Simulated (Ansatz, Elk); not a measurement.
# How far do independent atoms describe Mg4MnSn?

The structure of Mg4MnSn used here is made up (a known structure type with other elements) and was relaxed beforehand with PBEsol. The aim is the Fourier transform of its all-electron density, F(hkl), set beside the sum over free spherical atoms that refinements use.

Method: DFT, PBE, all-electron APW+lo, Dirac cores, scalar-relativistic bands, static density, ferromagnetic start, in Elk 11.2.3 (patched build).

The structure was built from a prototype and need not be the compound's stable phase.

**1. Starting point**

It takes space group F-43m (No. 216, cubic). Conventional cell: a = 8.047 Å, b = 8.047 Å, c = 8.047 Å, α = 90.00°, β = 90.00°, γ = 90.00°. Nearest to Sn lie 12 Mg at 3.34 Å and 4 Mn at 3.48 Å. Mn has 12 Mg at 3.33 Å and 4 Sn at 3.48 Å nearest. Mg has 6 Mg at 2.83 to 2.86 Å and 3 Mn at 3.33 Å and 3 Sn at 3.34 Å nearest. Farther neighbours are not listed.

Structure file:

```cif
data_structure
_symmetry_space_group_name_H-M 'P 1'
_symmetry_Int_Tables_number 1
_cell_length_a 5.6899
_cell_length_b 5.6899
_cell_length_c 5.6899
_cell_angle_alpha 60.000
_cell_angle_beta 60.000
_cell_angle_gamma 60.000
_cell_volume 130.26
loop_
_atom_site_label
_atom_site_type_symbol
_atom_site_fract_x
_atom_site_fract_y
_atom_site_fract_z
_atom_site_occupancy
Sn1 Sn 0.00000 0.00000 0.00000 1
Mn2 Mn 0.75000 0.75000 0.75000 1
Mg3 Mg 0.37554 0.37554 0.87338 1
Mg4 Mg 0.37554 0.87338 0.37554 1
Mg5 Mg 0.37554 0.37554 0.37554 1
Mg6 Mg 0.87338 0.37554 0.37554 1
```

**2. Ground state and structure factors**

An all-electron density is needed, since X-rays see the cores too. Task 0 finds the density and task 195 Fourier-transforms it; tshift is off so that phases refer to the origin typed.

The input, elk.in:

```
tasks
  0
  195
  196

xctype
  20

spinpol
  .true.

rgkmax
  7.0

gmaxvr
  14.0

lmaxo
  7

lmaxapw
  8

swidth
  0.002

tshift
  .false.

ramdisk
  .false.

hmaxvr
  5.5

maxscl
  120

epspot
  1e-06

reducebf
  0.8

sppath
  './'

avec
  -0.00000000000 7.60308603962 7.60308603962
  7.60308603962 0.00000000000 7.60308603962
  7.60308603962 7.60308603962 0.00000000000

atoms
  3
  'Sn.in'
  1
  0.0000000000 -0.0000000000 -0.0000000000   0.000000 0.000000 0.000000
  'Mn.in'
  1
  0.7500000000 0.7500000000 0.7500000000   0.000000 0.000000 -0.210000
  'Mg.in'
  4
  0.3755413801 0.3755413801 0.8733758598   0.000000 0.000000 0.000000
  0.3755413801 0.8733758598 0.3755413801   0.000000 0.000000 0.000000
  0.3755413801 0.3755413801 0.3755413801   0.000000 0.000000 0.000000
  0.8733758598 0.3755413801 0.3755413801   0.000000 0.000000 0.000000

ngridk
  4 4 4
```

Command:

```console
$ OMP_NUM_THREADS=4 elk
```

Numbers of over 12 decimals in the logs are rounded to 6 here.

What it wrote:

```text
┌─────────────────────────┐
│ Elk code version 11.2.3 │
└─────────────────────────┘

All units are atomic (Hartree, Bohr, etc.)

┌─────────────────────────────────────────────────┐
│ Ground-state run starting from atomic densities │
└─────────────────────────────────────────────────┘

Lattice vectors :
  -0.000000000       7.603086040       7.603086040
   7.603086040       0.000000000       7.603086040
   7.603086040       7.603086040       0.000000000

Reciprocal lattice vectors :
 -0.4131996715      0.4131996715      0.4131996715
  0.4131996715     -0.4131996715      0.4131996715
  0.4131996715      0.4131996715     -0.4131996715

Unit cell volume      :    879.0219322
Brillouin zone volume :   0.2821888787

Muffin-tin inner radius fraction :   0.1000000000E-01

Nuclei treated as point charges

Species : 1 (Sn)
 parameters loaded from : Sn.in
 name : tin
 nuclear charge    :   -50.00000000
 electronic charge :    50.00000000
 atomic mass :    216395.0922
 muffin-tin radius :    2.600000000
 number of radial points in muffin-tin :   1193
 inner part over the whole radius :   0.9914297220E-02
 number on inner part of muffin-tin    :    850
 approximate nuclear radius :   0.8828114845E-04
 number of mesh points to nuclear radius :    428
 atomic positions (lattice), magnetic fields (Cartesian) :
  1 :   0.00000000  0.00000000  0.00000000    0.00000000  0.00000000  0.00000000

Species : 2 (Mn)
 parameters loaded from : Mn.in
 name : manganese
 nuclear charge    :   -25.00000000
 electronic charge :    25.00000000
 atomic mass :    100145.9370
 muffin-tin radius :    2.400000000
 number of radial points in muffin-tin :    993
 inner part over the whole radius :   0.9953723401E-02
 number on inner part of muffin-tin    :    700
 approximate nuclear radius :   0.7074591925E-04
 number of mesh points to nuclear radius :    330
 atomic positions (lattice), magnetic fields (Cartesian) :
  1 :   0.75000000  0.75000000  0.75000000    0.00000000  0.00000000 -0.21000000

Species : 3 (Mg)
 parameters loaded from : Mg.in
 name : magnesium
 nuclear charge    :   -12.00000000
 electronic charge :    12.00000000
 atomic mass :    44305.30466
 muffin-tin radius :    2.200000000
 number of radial points in muffin-tin :    793
 inner part over the whole radius :   0.9941530515E-02
 number on inner part of muffin-tin    :    552
 approximate nuclear radius :   0.5710277704E-04
 number of mesh points to nuclear radius :    241
 atomic positions (lattice), magnetic fields (Cartesian) :
  1 :   0.37554138  0.37554138  0.87337586    0.00000000  0.00000000  0.00000000
  2 :   0.37554138  0.87337586  0.37554138    0.00000000  0.00000000  0.00000000
  3 :   0.37554138  0.37554138  0.37554138    0.00000000  0.00000000  0.00000000
  4 :   0.87337586  0.37554138  0.37554138    0.00000000  0.00000000  0.00000000

Total number of atoms per unit cell :    6
Total muffin-tin volume :    309.9369648
 ratio of muffin-tin to unit cell volume :   0.3525929826

Spin treatment :
 spin-polarised
 global magnetic field (Cartesian) :    0.000000000       0.000000000       0.000000000
 collinear magnetisation in z-direction

Number of Bravais lattice symmetries :   48
Number of crystal symmetries         :   24
Crystal has no inversion symmetry
Complex Hermitian eigensolver will be used

k-point grid :      4     4     4
k-point offset :    0.000000000       0.000000000       0.000000000
k-point set is reduced with full crystal symmetry group
Total number of k-points :       10

Muffin-tin radius times maximum |G+k| :    7.000000000
 using average radius
Maximum |G+k| for APW functions       :    3.043478261
Maximum (1/2)|G+k|²                   :    4.631379962
Maximum |G| for potential and density :    14.00000000
Constant for pseudocharge density :    9
 order of it for each species :   16  16  16
 order of it for pair densities of each species (exact exchange by exxq0 0: 17) :   13  11   8
Radial integration step length :    1

G-vector grid sizes :     48    48    48
[...]
RMS change in Kohn-Sham potential (target) :    2.030524164     (  0.1000000000E-05)
Absolute change in total energy (target)   :   0.3810879450     (  0.1000000000E-03)

[... loops 3 to 25 left out ...]

┌──────────────────┐
│ Loop number : 26 │
└──────────────────┘

Energies :
 Fermi                       :     0.174154
 sum of occupied eigenvalues :     -4831.5680507103
 electron kinetic            :      8480.4854589178
 core electron kinetic       :      7862.4715659015
 Coulomb                     :     -16335.966913456
 Coulomb potential           :     -12943.434658830
 nuclear-nuclear             :     -854.47712928048
 electron-nuclear            :     -18036.101488174
 Hartree                     :      2554.6117039984
 Madelung                    :     -9864.2495840411
 xc potential                :     -368.32980302722
 xc effective B-field        :    -0.289037
 external B-field            :      0.000000
 exchange                    :     -277.90157147652
 correlation                 :     -5.623269
 electron entropic           :    -0.13405917648953E-02
 total energy                :     -8139.0076352776
 (external B-field energy excluded from total)

Density of states at Fermi energy :    99.88453811
 (states/Hartree/unit cell)

Estimated indirect band gap :   0.2146135428E-02
 from k-point 9 to k-point 1
Estimated direct band gap   :   0.3672071527E-02
 at k-point 1

Charges :
 core                        :    48.00000000
 valence                     :    75.00000000
 interstitial                :    9.389670222
 muffin-tins (core leakage)
  species : 1 (Sn)
[...]
species : 2 (Mn)
[...]
species : 3 (Mg)
[...]
total in muffin-tins        :    113.6103298
 total calculated charge     :    122.9999097
 total charge                :    123.0000000
 error                       :   0.9031977319E-04

Moments :
 interstitial                :  -0.1859510093
 muffin-tins
  species : 1 (Sn)
[...]
species : 2 (Mn)
[...]
species : 3 (Mg)
[...]
total in muffin-tins        :    3.730442189
 total moment                :    3.544491180

RMS change in Kohn-Sham potential (target) :   0.8965939455E-06 (  0.1000000000E-05)
Absolute change in total energy (target)   :   0.9849060916E-05 (  0.1000000000E-03)

Convergence targets achieved

┌──────────────────┐
│ Loop number : 27 │
└──────────────────┘

Energies :
 Fermi                       :     0.174154
 sum of occupied eigenvalues :     -4831.5680369984
 electron kinetic            :      8480.4854511846
 core electron kinetic       :      7862.4715669421
 Coulomb                     :     -16335.966903028
 Coulomb potential           :     -12943.434644908
 nuclear-nuclear             :     -854.47712928048
 electron-nuclear            :     -18036.101483236
 Hartree                     :      2554.6117094886
 Madelung                    :     -9864.2495805739
 xc potential                :     -368.32980716769
 xc effective B-field        :    -0.289029
 external B-field            :      0.000000
 exchange                    :     -277.90156743779
 correlation                 :     -5.623269
 electron entropic           :    -0.13405809801617E-02
 total energy                :     -8139.0076289598
 (external B-field energy excluded from total)

Density of states at Fermi energy :    99.88301849
 (states/Hartree/unit cell)

Estimated indirect band gap :   0.2145550180E-02
 from k-point 9 to k-point 1
Estimated direct band gap   :   0.3670757054E-02
 at k-point 1

Charges :
 core                        :    48.00000000
 valence                     :    75.00000000
 interstitial                :    9.389667878
 muffin-tins (core leakage)
  species : 1 (Sn)
[...]
species : 2 (Mn)
[...]
species : 3 (Mg)
[...]
atom 2                    :    10.53411479     ( -0.9828258563E-07)
   atom 3                    :    10.53411479     ( -0.9828258563E-07)
   atom 4                    :    10.53411479     ( -0.9828258563E-07)
 total in muffin-tins        :    113.6103321
 total calculated charge     :    122.9999097
 total charge                :    123.0000000
 error                       :   0.9032028632E-04

Moments :
 interstitial                :  -0.1859363704
 muffin-tins
  species : 1 (Sn)
[...]
species : 2 (Mn)
[...]
species : 3 (Mg)
[...]
atom 2                    :  -0.3505672430E-01
   atom 3                    :  -0.3505672430E-01
   atom 4                    :  -0.3505672430E-01
 total in muffin-tins        :    3.730402670
 total moment                :    3.544466300

┌──────────────────────────────┐
│ Self-consistent loop stopped │
└──────────────────────────────┘

Wrote STATE.OUT
```

It took 3 min on 4 threads of AMD EPYC 7B13 (Zen 3), shared host; peak memory 0.59 GiB; 9.2 min of CPU time.

SFACRHO.OUT:

```text

h k l indices transformed by vhmat matrix:
   1.000000000       0.000000000       0.000000000    
   0.000000000       1.000000000       0.000000000    
   0.000000000       0.000000000       1.000000000    

      h      k      l  multipl.   |H|            Re(F)            Im(F)           |F|

      0      0      0      1   0.0000000       123.00000      0.23764675E-16   123.00000    
      0      1      0      4  0.71568282       31.138406      -7.9482745       32.136823    
      0     -1      0      4  0.71568282       31.138406       7.9482745       32.136823    
      1      0      1      6  0.82639934       23.400156      0.80524806E-10   23.400156    
     -2     -1     -1     12   1.1687052       61.697649     -0.93571937E-10   61.697649    
      1      0      2     12   1.3704283       51.927308       30.843831       60.396914    
     -2     -1      0     12   1.3704283       51.927308      -30.843831       60.396914    
      0     -2      0      4   1.4313656       20.877889       33.796584       39.725248    
      0      0      2      4   1.4313656       20.877889      -33.796584       39.725248    
      0     -2     -2      6   1.6527987       22.657226      0.20292664E-07   22.657226    
      2     -1      0     12   1.8010956       25.427576      -5.4622568       26.007650    
      0      1     -2     12   1.8010956       25.427576       5.4622568       26.007650    
     -2     -1      1     24   1.8478851       19.229677      0.67095364E-10   19.229677    
      1      1     -2     12   2.0242567       50.227281      0.40616030       50.228923    
      3      0      1     12   2.0242567       50.227281     -0.40616030       50.228923    
      3      0      0      4   2.1470485       43.445491       25.559939       50.406559    
     -3     -2      0     12   2.1470485       43.979444       25.005225       50.591034    
     -3     -3     -1     12   2.1470485       43.979444      -25.005225       50.591034
```

Elk indexes on the primitive cell of elk.in and gives |H| = 4π sin θ/λ in inverse bohr. Below, one row stands for each form hkl of the conventional cell (m members, Friedel mates merged), F is for one primitive cell and the density is static (no thermal factor). Free-atom factors are Waasmaier and Kirfel's, and R is Σm||F|−|F'||/Σm|F|.

| hkl | m | sin θ/λ (Å⁻¹) | abs F, DFT | neutral atoms | diff. | abs of complex diff. |
| --- | --- | --- | --- | --- | --- | --- |
| 111 | 8 | 0.108 | 32.137 | 32.159 | -0.023 | 0.065 |
| 200 | 6 | 0.124 | 23.400 | 23.458 | -0.058 | 0.058 |
| 220 | 12 | 0.176 | 61.698 | 61.593 | +0.105 | 0.105 |
| 311 | 24 | 0.206 | 60.397 | 60.708 | -0.311 | 0.327 |
| 222 | 8 | 0.215 | 39.725 | 40.014 | -0.289 | 0.320 |
| 400 | 6 | 0.248 | 22.657 | 22.576 | +0.081 | 0.081 |
| 331 | 24 | 0.271 | 26.008 | 26.047 | -0.039 | 0.039 |
| 420 | 24 | 0.278 | 19.230 | 19.257 | -0.027 | 0.027 |
| 422 | 24 | 0.304 | 50.229 | 50.234 | -0.005 | 0.007 |
| 333 | 8 | 0.323 | 50.407 | 50.403 | +0.003 | 0.006 |
| 511 | 24 | 0.323 | 50.591 | 50.602 | -0.011 | 0.015 |
| 440 | 12 | 0.351 | 73.726 | 73.728 | -0.002 | 0.002 |
| 531 | 48 | 0.368 | 22.548 | 22.539 | +0.008 | 0.016 |
| 442 | 24 | 0.373 | 17.673 | 17.684 | -0.012 | 0.012 |
| 600 | 6 | 0.373 | 16.964 | 16.974 | -0.009 | 0.009 |
| 620 | 24 | 0.393 | 43.543 | 43.530 | +0.013 | 0.013 |
| 533 | 24 | 0.407 | 43.913 | 43.918 | -0.005 | 0.007 |
| 622 | 24 | 0.412 | 29.402 | 29.422 | -0.020 | 0.023 |

**3. The magnetisation density**

The same run holds the spin density, and task 196 transforms it. The order is that of the start, and no other was tried.

SFACMAG_1.OUT:

```text

h k l indices transformed by vhmat matrix:
   1.000000000       0.000000000       0.000000000    
   0.000000000       1.000000000       0.000000000    
   0.000000000       0.000000000       1.000000000    

      h      k      l  multipl.   |H|            Re(F)            Im(F)           |F|

      0      0      0      1   0.0000000       3.5444665      0.53627961E-17   3.5444665    
      0      1      0      4  0.71568282     -0.69817758E-02  -3.6476794       3.6476861    
      0     -1      0      4  0.71568282     -0.69817758E-02   3.6476794       3.6476861    
      1      0      1      6  0.82639934      -3.4805428      0.27341022E-11   3.4805428    
     -2     -1     -1     12   1.1687052       2.9085396     -0.11459292E-10   2.9085396    
      1      0      2     12   1.3704283     -0.40043791E-01   2.5179278       2.5182462    
     -2     -1      0     12   1.3704283     -0.40043791E-01  -2.5179278       2.5182462    
      0     -2      0      4   1.4313656      -2.3439469      0.31226670E-01   2.3441549    
      0      0      2      4   1.4313656      -2.3439469     -0.31226670E-01   2.3441549    
      0     -2     -2      6   1.6527987       2.0322155      0.54414860E-11   2.0322155    
      2     -1      0     12   1.8010956     -0.31843798E-02  -1.8207243       1.8207271    
      0      1     -2     12   1.8010956     -0.31843798E-02   1.8207243       1.8207271    
     -2     -1      1     24   1.8478851      -1.7576843     -0.14277053E-11   1.7576843    
      1      1     -2     12   2.0242567       1.5520083     -0.21762797E-02   1.5520099    
      3      0      1     12   2.0242567       1.5520083      0.21762797E-02   1.5520099    
      3      0      0      4   2.1470485     -0.34537181E-02   1.4044465       1.4044508
```

The total moment is 3.54 μB a cell; sphere moments: Sn1 -0.07, Mn2 +3.94, Mg3 -0.04, Mg4 -0.04, Mg5 -0.04, Mg6 -0.04 μB. Polarised neutrons measure spin and orbital magnetisation together; without spin-orbit coupling the run gives the spin part. With nearly all of the moment on one atom, abs F_M/F_M(0) is close to a form factor, set here beside ⟨j0⟩ of the free Mn2+ ion, taken for comparison since the valence isn't defined:

```csv
hkl,sin θ/λ (Å⁻¹),abs F_M (μB),F_M/F_M(0),⟨j0⟩
111,0.108,3.648,1.029,0.881
200,0.124,3.481,0.982,0.846
220,0.176,2.909,0.821,0.721
311,0.206,2.518,0.710,0.643
222,0.215,2.344,0.661,0.619
400,0.248,2.032,0.573,0.535
331,0.271,1.821,0.514,0.481
420,0.278,1.758,0.496,0.464
422,0.304,1.552,0.438,0.406
333,0.323,1.404,0.396,0.367
511,0.323,1.403,0.396,0.367
440,0.351,1.198,0.338,0.313
531,0.368,1.096,0.309,0.286
442,0.373,1.063,0.300,0.277
```

**4. The highest occupied states alone**

An energy window below the Fermi level keeps the highest occupied states, to see at which angles they scatter; shallow core shells can lie inside it and anion s states outside. No new self-consistency is needed.

Edit elk.in of step 2 so:

```diff
@@ -1,5 +1,3 @@
 tasks
-  0
   195
-  196
 
@@ -44,2 +42,5 @@
 
+wsfac
+  -0.193340 0.474150
+
 sppath
```

Command:

```console
$ OMP_NUM_THREADS=4 elk
```

What it wrote:

```text
┌─────────────────────────────────┐
│ Elk code version 11.2.3 started │
└─────────────────────────────────┘

Info(readinput): the functional depends on the density's gradient
 muffin-tin radial points multiplied by    2.00000
 (not where nrmtscf is given)

┌────────────────────┐
│ Current task : 195 │
└────────────────────┘

Info(sfacrho): density structure factors written to SFACRHO.OUT

 Energy window :  -0.1933400000      0.4741500000

┌──────────────────┐
│ Elk code stopped │
└──────────────────┘
```

Wall time 14 s (4 threads); peak memory 0.25 GiB; 17 s of CPU time.

States within 10 eV below the Fermi level hold 19.00 electrons; any levels below the window count with the cores. Their amplitudes can exceed the total, where window and core parts have opposite phase:

| hkl | sin θ/λ (Å⁻¹) | abs F, window | abs F, all |
| --- | --- | --- | --- |
| 111 | 0.108 | 4.126 | 32.137 |
| 200 | 0.124 | 3.215 | 23.400 |
| 220 | 0.176 | 4.110 | 61.698 |
| 311 | 0.206 | 2.812 | 60.397 |
| 222 | 0.215 | 2.865 | 39.725 |
| 400 | 0.248 | 2.620 | 22.657 |
| 331 | 0.271 | 2.251 | 26.008 |
| 420 | 0.278 | 2.265 | 19.230 |
| 422 | 0.304 | 1.762 | 50.229 |
| 333 | 0.323 | 1.704 | 50.407 |

(Continued in part 2 of 2.)

[Logs are printed without paths, hosts, clocks, repeated set-up lines and the standing remarks that a program may print on its own settings, such as how far it seeks lower states.]

[Hosts, paths, dates, database ids (printed as entryN), source tags and the programs' standing remarks are cut or masked in the printed files.]
